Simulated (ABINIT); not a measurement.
# CdAgH3 (Pm-3m): zone-centre phonons, part 2 of 3

Aim: the zone-centre modes of CdAgH3 (Pm-3m).

ABINIT 10.8.3; DFT PBE, scalar-relativistic, plane waves, PseudoDojo norm-conserving pseudopotentials.

So far. Step 5 (Relaxation): The volume changes by +1.2 % in this run and stands -33.5 % from the first cell. Step 6 (Self-consistent run for the response): The cell stands at -0.29 GPa: the relaxation ran with a smoothed and higher cutoff, and the difference is a stress of the finite basis. The relaxed cell has a = 3.934 Å (conventional setting).

The structure was built from a prototype and need not be the compound's stable phase.

In doubt: a PseudoDojo file used here is known to give poor structures and forces, so the values of those runs are not to be relied on.

## Step 7: Linear response at Γ

At q = 0 one unit cell holds all displacements. The response is solved for single atoms along the cell's directions, and symmetry skips those that follow from others. The crystal is treated as a metal, which screens a static field, so no field response is asked.

dfpt_gamma.abi reads:

```

# common to the responses
getwfk_filepath "gso_WFK"
kptopt 2
nqpt 1
qpt 0.0 0.0 0.0
asr 0
chneut 0

# displacements
rfphon 1
rfatpol 1 5
rfdir 1 1 1
tolvrs 1.0d-10
prtwf 0

# basis, mesh and filling
ecut 47.0
ngkpt 6 6 6
nshiftk 1
shiftk 0.0 0.0 0.0
istwfk *1
occopt 6
tsmear 0.01
nband 30
nstep 100
diemac 1000000.0
prtebands 0
prtgsr 0
useylm 1

# cell and atoms
acell 3*1.0 Angstrom
rprim 
    3.934411937 0.0 0.0
    0.0 3.934411937 0.0
    0.0 0.0 3.934411937
ntypat 3
znucl 47 48 1
natom 5
typat 1 2 3 3 3
xred 
    0.0 0.0 0.0
    0.5 0.5 0.5
    0.5 0.5 0.0
    0.5 0.0 0.5
    0.0 0.5 0.5
pp_dirpath "./pseudo"
pseudos "Ag.upf, Cd.upf, H.upf"
```

On the command line:

```bash
$ OMP_NUM_THREADS=1 mpirun -n 4 abinit dfpt_gamma.abi > dfpt_gamma.log
```

Numbers of over 12 decimals in the logs are rounded to 6 here.

dfpt_gamma.abo, the main output file:

```text
[banners, grids, parts of the stress and lines that vanish by symmetry left out]
- input  file    -> dfpt_gamma.abi
- output file    -> dfpt_gamma.abo
- root for input  files -> dfpt_gammai
- root for output files -> dfpt_gammao

 Symmetries : space group Pm -3 m (#221); Bravais cP (primitive cubic)
================================================================================
 Values of the parameters that define the memory need of the present run (RF).
     intxc =       0      iscf =       7    lmnmax =      18     lnmax =       6
     mgfft =      48  mpssoang =       3    mqgrid =    3001     natom =       5
  nloc_mem =       1    nspden =       1   nspinor =       1    nsppol =       1
      nsym =      48    n1xccc =    2501    ntypat =       3    occopt =       6
   xclevel =       2
-    mband =          30        mffmem =           1         mkmem =          28
-   mkqmem =          28        mk1mem =          28           mpw =        6382
      nfft =      110592          nkpt =         112
- my_mband =          30
================================================================================
================================================================================

--------------------------------------------------------------------------------
------------- Echo of variables that govern the present computation ------------
--------------------------------------------------------------------------------
-
- outvars: echo of selected default values
-   iomode0 =  0 , fftalg0 =312 , wfoptalg0 =  0
-
- outvars: echo of global parameters not present in the input file
-  max_nthreads =    1
-
 -outvars: echo values of preprocessed input variables
 [... echo left out ...]
================================================================================

 chkinp: Checking input parameters for consistency.

[...]
== DATASET  1 ==================================================================
-   mpi_nproc: 4, omp_nthreads: 1 (-1 if OMP is not activated)

--- !DatasetInfo
iteration_state: {dtset: 1, }
dimensions: {natom: 5, nkpt: 112, mband: 30, nsppol: 1, nspinor: 1, nspden: 1, mpw: 6382, }
cutoff_energies: {ecut:  47.0, pawecutdg:  -1.0, }
electrons: {nelect:   4.20000000E+01, charge:   0.00000000E+00, occopt:   6.00000000E+00, tsmear:   1.00000000E-02, }
meta: {optdriver: 1, rfphon: 1, }
...

 mkfilename: getwfk from: gso_WFK

 Real(R)+Recip(G) space primitive vectors, cartesian coordinates (Bohr,Bohr^-1):
 R(1)=  7.4349610  0.0000000  0.0000000  G(1)=  0.1344997  0.0000000  0.0000000
 R(2)=  0.0000000  7.4349610  0.0000000  G(2)=  0.0000000  0.1344997  0.0000000
 R(3)=  0.0000000  0.0000000  7.4349610  G(3)=  0.0000000  0.0000000  0.1344997
 Unit cell volume ucvol=  4.1099457E+02 bohr^3
 Angles (23,13,12)=  9.00000000E+01  9.00000000E+01  9.00000000E+01 degrees
 setup1 : take into account q-point for computing boxcut.

 getcut: wavevector=  0.0000  0.0000  0.0000  ngfft=  48  48  48
         ecut(hartree)=     47.000   => boxcut(ratio)=   2.09194

--- Pseudopotential description ------------------------------------------------
- pspini: atom type   1  psp file is ./pseudo/Ag.upf

- pspini: atom type   2  psp file is ./pseudo/Cd.upf

- pspini: atom type   3  psp file is ./pseudo/H.upf

   2.17592890E+03                                ecore*ucvol(ha*bohr**3)
--------------------------------------------------------------------------------

 ==>  initialize data related to q vector <==

 The list of irreducible perturbations for this q vector is:
    1)    idir= 1    ipert=   1
    2)    idir= 1    ipert=   2
    3)    idir= 1    ipert=   3
    4)    idir= 3    ipert=   3

[...]
The perturbation idir=   2  ipert=   1 is
 symmetric of a previously calculated perturbation.
 So, its SCF calculation is not needed.

 The perturbation idir=   3  ipert=   1 is
 symmetric of a previously calculated perturbation.
 So, its SCF calculation is not needed.

 The perturbation idir=   2  ipert=   2 is
 symmetric of a previously calculated perturbation.
 So, its SCF calculation is not needed.

 The perturbation idir=   3  ipert=   2 is
 symmetric of a previously calculated perturbation.
 So, its SCF calculation is not needed.

[...]
The perturbation idir=   2  ipert=   5 is
 symmetric of a previously calculated perturbation.
 So, its SCF calculation is not needed.

 The perturbation idir=   3  ipert=   5 is
 symmetric of a previously calculated perturbation.
 So, its SCF calculation is not needed.

--------------------------------------------------------------------------------
 Perturbation wavevector (in red.coord.)   0.000000  0.000000  0.000000
 Perturbation : displacement of atom   1   along direction   1
 Found     8 symmetries that leave the perturbation invariant.

[...]
dfpt_looppert : total number of electrons, from k and k+q
  fully or partially occupied states are    4.200000E+01 and    4.200000E+01.
 Initialisation of the first-order wave-functions :
  ireadwf=   0

--- !BeginCycle
iteration_state: {dtset: 1, }
solver: {iscf: 7, nstep: 100, nline: 4, wfoptalg: 0, }
tolerances: {tolvrs: 1.00E-10, }
...

     iter   2DEtotal(Ha)        deltaE(Ha) residm    vres2
-ETOT  1   4.118269     -1.222E+04 5.683E+01 2.580E+02
 ETOT  2 -0.638165     -4.756E+00 4.687E-01 2.749E+02
 ETOT  3 -0.703561     -6.540E-02 9.456E-01 4.446E+01
 ETOT  4 -0.712945     -9.384E-03 1.168E-01 2.023E-01
 ETOT  5 -0.713023     -7.822E-05 2.710E-01 2.895E-02
[...]
At SCF step   12       vres2   =  6.52E-11 < tolvrs=  1.00E-10 =>converged.
[...]
Mean square residual over all n,k,spin=   24.964E-06; max=  11.086E-03

 Thirteen components of 2nd-order total energy (hartree) are
 1,2,3: 0th-order hamiltonian combined with 1st-order wavefunctions
     kin0=   1.33694609E+04 eigvalue=   5.86656146E+02  local=  -7.67172525E+03
 4,5,6: 1st-order hamiltonian combined with 1st and 0th-order wfs
 loc psp =  -1.38333917E+04  Hartree=   4.23418199E+03     xc=  -6.22020069E+02
 note that "loc psp" includes a xc core correction that could be resolved
 7,8,9: eventually, occupation + non-local contributions
    edocc=   1.72390433E+02     enl0=   2.15984304E+03   enl1=  -1.06241826E+04
 1-9 gives the relaxation energy (to be shifted if some occ is /=2.0)
   erelax=  -1.22287872E+04
 10,11,12 Non-relaxation  contributions : frozen-wavefunctions and Ewald
 fr.local=   6.82105396E+03 fr.nonlo=   5.31937914E+03  Ewald=   2.46201872E+02
 13,14 Frozen wf xc core corrections (1) and (2)
 frxc 1  =  -1.16960242E+03  frxc 2 =   1.01104159E+03
 Resulting in :
 2DEtotal=   -0.7130297194E+00 Ha. Also 2DEtotal=   -0.194025271004E+02 eV
    (2DErelax=   -1.2228787173E+04 Ha. 2DEnonrelax=    1.2228074144E+04 Ha)
    (  non-var. 2DEtotal :   -7.1303128890E-01 Ha)

[...]
Perturbation wavevector (in red.coord.)   0.000000  0.000000  0.000000
 Perturbation : displacement of atom   2   along direction   1
 Found     8 symmetries that leave the perturbation invariant.

[...]
dfpt_looppert : total number of electrons, from k and k+q
  fully or partially occupied states are    4.200000E+01 and    4.200000E+01.
 Initialisation of the first-order wave-functions :
  ireadwf=   0

--- !BeginCycle
iteration_state: {dtset: 1, }
solver: {iscf: 7, nstep: 100, nline: 4, wfoptalg: 0, }
tolerances: {tolvrs: 1.00E-10, }
...

     iter   2DEtotal(Ha)        deltaE(Ha) residm    vres2
-ETOT  1   8.926891     -1.983E+04 1.776E+02 2.219E+02
[...]
At SCF step   11       vres2   =  4.84E-11 < tolvrs=  1.00E-10 =>converged.
[...]
Mean square residual over all n,k,spin=   95.860E-05; max=  39.129E-02

 Thirteen components of 2nd-order total energy (hartree) are
 1,2,3: 0th-order hamiltonian combined with 1st-order wavefunctions
     kin0=   1.87523013E+04 eigvalue=   1.20017998E+03  local=  -1.23545895E+04
 4,5,6: 1st-order hamiltonian combined with 1st and 0th-order wfs
 loc psp =  -1.77169654E+04  Hartree=   5.18035241E+03     xc=  -7.71989982E+02
 note that "loc psp" includes a xc core correction that could be resolved
 7,8,9: eventually, occupation + non-local contributions
    edocc=   2.04915181E+02     enl0=   7.62672879E+03   enl1=  -2.19588311E+04
 1-9 gives the relaxation energy (to be shifted if some occ is /=2.0)
   erelax=  -1.98378982E+04
 10,11,12 Non-relaxation  contributions : frozen-wavefunctions and Ewald
 fr.local=   8.80230097E+03 fr.nonlo=   1.09979623E+04  Ewald=   2.47892045E+02
 13,14 Frozen wf xc core corrections (1) and (2)
 frxc 1  =  -1.17214655E+03  frxc 2 =   9.63386008E+02
 Resulting in :
 2DEtotal=    0.1496496789E+01 Ha. Also 2DEtotal=    0.407217521314E+02 eV
    (2DErelax=   -1.9837898235E+04 Ha. 2DEnonrelax=    1.9839394732E+04 Ha)
    (  non-var. 2DEtotal :    1.4964972229E+00 Ha)

[...]
Perturbation wavevector (in red.coord.)   0.000000  0.000000  0.000000
 Perturbation : displacement of atom   3   along direction   1
 Found     4 symmetries that leave the perturbation invariant.

[...]
dfpt_looppert : total number of electrons, from k and k+q
  fully or partially occupied states are    4.200000E+01 and    4.200000E+01.
 Initialisation of the first-order wave-functions :
  ireadwf=   0

--- !BeginCycle
iteration_state: {dtset: 1, }
solver: {iscf: 7, nstep: 100, nline: 4, wfoptalg: 0, }
tolerances: {tolvrs: 1.00E-10, }
...

     iter   2DEtotal(Ha)        deltaE(Ha) residm    vres2
-ETOT  1  0.113174     -5.350E+01 1.082E+01 6.604E+02
[...]
At SCF step   12       vres2   =  2.88E-12 < tolvrs=  1.00E-10 =>converged.
[...]
Mean square residual over all n,k,spin=   29.113E-05; max=  49.378E-02

 Thirteen components of 2nd-order total energy (hartree) are
 1,2,3: 0th-order hamiltonian combined with 1st-order wavefunctions
     kin0=   5.70524732E+01 eigvalue=  -1.62072066E+00  local=  -1.03982756E+01
 4,5,6: 1st-order hamiltonian combined with 1st and 0th-order wfs
 loc psp =  -7.64591659E+01  Hartree=   1.17591723E+01     xc=  -8.27965661E+00
 note that "loc psp" includes a xc core correction that could be resolved
 7,8,9: eventually, occupation + non-local contributions
    edocc=   5.79382961E+00     enl0=  -6.72987678E-01   enl1=  -3.08085032E+01
 1-9 gives the relaxation energy (to be shifted if some occ is /=2.0)
   erelax=  -5.36338345E+01
 10,11,12 Non-relaxation  contributions : frozen-wavefunctions and Ewald
 fr.local=   4.49005166E+01 fr.nonlo=   1.55816298E+01  Ewald=  -6.86895701E+00
 13,14 Frozen wf xc core corrections (1) and (2)
 frxc 1  =   0.00000000E+00  frxc 2 =   0.00000000E+00
 Resulting in :
 2DEtotal=   -0.2064508942E-01 Ha. Also 2DEtotal=   -0.561781502159E+00 eV
    (2DErelax=   -5.3633834491E+01 Ha. 2DEnonrelax=    5.3613189402E+01 Ha)
    (  non-var. 2DEtotal :   -2.0645122128E-02 Ha)

[...]
Perturbation wavevector (in red.coord.)   0.000000  0.000000  0.000000
 Perturbation : displacement of atom   3   along direction   3
 Found     8 symmetries that leave the perturbation invariant.

--------------------------------------------------------------------------------

--------------------------------------------------------------------------------

 dfpt_looppert : total number of electrons, from k and k+q
  fully or partially occupied states are    4.200000E+01 and    4.200000E+01.
 Initialisation of the first-order wave-functions :
  ireadwf=   0

--- !BeginCycle
iteration_state: {dtset: 1, }
solver: {iscf: 7, nstep: 100, nline: 4, wfoptalg: 0, }
tolerances: {tolvrs: 1.00E-10, }
...

     iter   2DEtotal(Ha)        deltaE(Ha) residm    vres2
-ETOT  1   3.179362     -5.578E+01 1.149E+01 2.550E+03
[...]
ETOT 11   2.622261      2.728E-12 3.206E+00 4.225E-10
 ETOT 12   2.622261     -1.023E-12 2.611E-01 1.251E-12

 At SCF step   12       vres2   =  1.25E-12 < tolvrs=  1.00E-10 =>converged.
[...]
Mean square residual over all n,k,spin=   45.352E-05; max=  26.107E-02

 Thirteen components of 2nd-order total energy (hartree) are
 1,2,3: 0th-order hamiltonian combined with 1st-order wavefunctions
     kin0=   5.86758570E+01 eigvalue=  -1.41725997E+00  local=  -1.25009663E+01
 4,5,6: 1st-order hamiltonian combined with 1st and 0th-order wfs
 loc psp =  -8.10932336E+01  Hartree=   1.36854995E+01     xc=  -8.84424205E+00
 note that "loc psp" includes a xc core correction that could be resolved
 7,8,9: eventually, occupation + non-local contributions
    edocc=   7.48956543E+00     enl0=  -7.46606090E-01   enl1=  -3.15904614E+01
 1-9 gives the relaxation energy (to be shifted if some occ is /=2.0)
   erelax=  -5.63418475E+01
 10,11,12 Non-relaxation  contributions : frozen-wavefunctions and Ewald
 fr.local=  -3.86826837E+01 fr.nonlo=   1.46117834E+01  Ewald=   8.30350083E+01
 13,14 Frozen wf xc core corrections (1) and (2)
 frxc 1  =   0.00000000E+00  frxc 2 =   0.00000000E+00
 Resulting in :
 2DEtotal=    0.2622260520E+01 Ha. Also 2DEtotal=    0.713553438569E+02 eV
    (2DErelax=   -5.6341847499E+01 Ha. 2DEnonrelax=    5.8964108019E+01 Ha)
    (  non-var. 2DEtotal :    2.6222605325E+00 Ha)

[...]
---- first-order wavefunction calculations are completed ----

 ==> Compute Derivative Database <==

 [... matrices left out ...]
  Phonon wavevector (reduced coordinates) :  0.00000  0.00000  0.00000
 Phonon energies in Hartree :
  -1.449228E-03 -1.449228E-03 -1.449228E-03 -1.265883E-03 -1.265883E-03
  -1.265883E-03 -1.659544E-05 -1.659544E-05 -1.659544E-05  3.026843E-04
   3.026843E-04  3.026843E-04  5.393461E-03  5.393461E-03  5.393461E-03
 Phonon frequencies in cm-1    :
- -3.180689E+02 -3.180689E+02 -3.180689E+02 -2.778291E+02 -2.778291E+02
- -2.778291E+02 -3.642278E+00 -3.642278E+00 -3.642278E+00  6.643152E+01
-  6.643152E+01  6.643152E+01  1.183728E+03  1.183728E+03  1.183728E+03

== END DATASET(S) ==============================================================
================================================================================

 -outvars: echo values of variables after computation
            acell      1.8897261259E+00  1.8897261259E+00  1.8897261259E+00 Bohr
           etotal      2.6222605204E+00
            fcart      0.0000000000E+00  0.0000000000E+00  0.0000000000E+00
           strten      0.0000000000E+00  0.0000000000E+00  0.0000000000E+00
================================================================================
```

Wall time 5.6 min (4 MPI ranks of Arm Neoverse V1, shared host); 22 min of CPU time.

Read from the output:

```yaml
largest_acoustic_frequency_at_the_zone_centre_before_the_sum_rule: -3.64 cm⁻¹
highest_optical_zone_centre_mode_no_lo_to_term: 1184 cm⁻¹
lowest_optical_zone_centre_mode: -318.1 cm⁻¹
```

The acoustic modes at Γ come out as far as 3.6 cm⁻¹ from zero, where they should vanish, a small numerical error. The lowest optical mode is imaginary, 318i cm⁻¹, an instability at this level and on this k mesh.

(Continued in part 3 of 3.)

[Host names and launcher messages were left out of these logs when they were recorded.]

[Logs are printed without paths, hosts, clocks, repeated set-up lines and the standing remarks that a program may print on its own settings, such as how far it seeks lower states.]

[Hosts, paths, dates, database ids (printed as entryN), source tags and the programs' standing remarks are cut or masked in the printed files.]
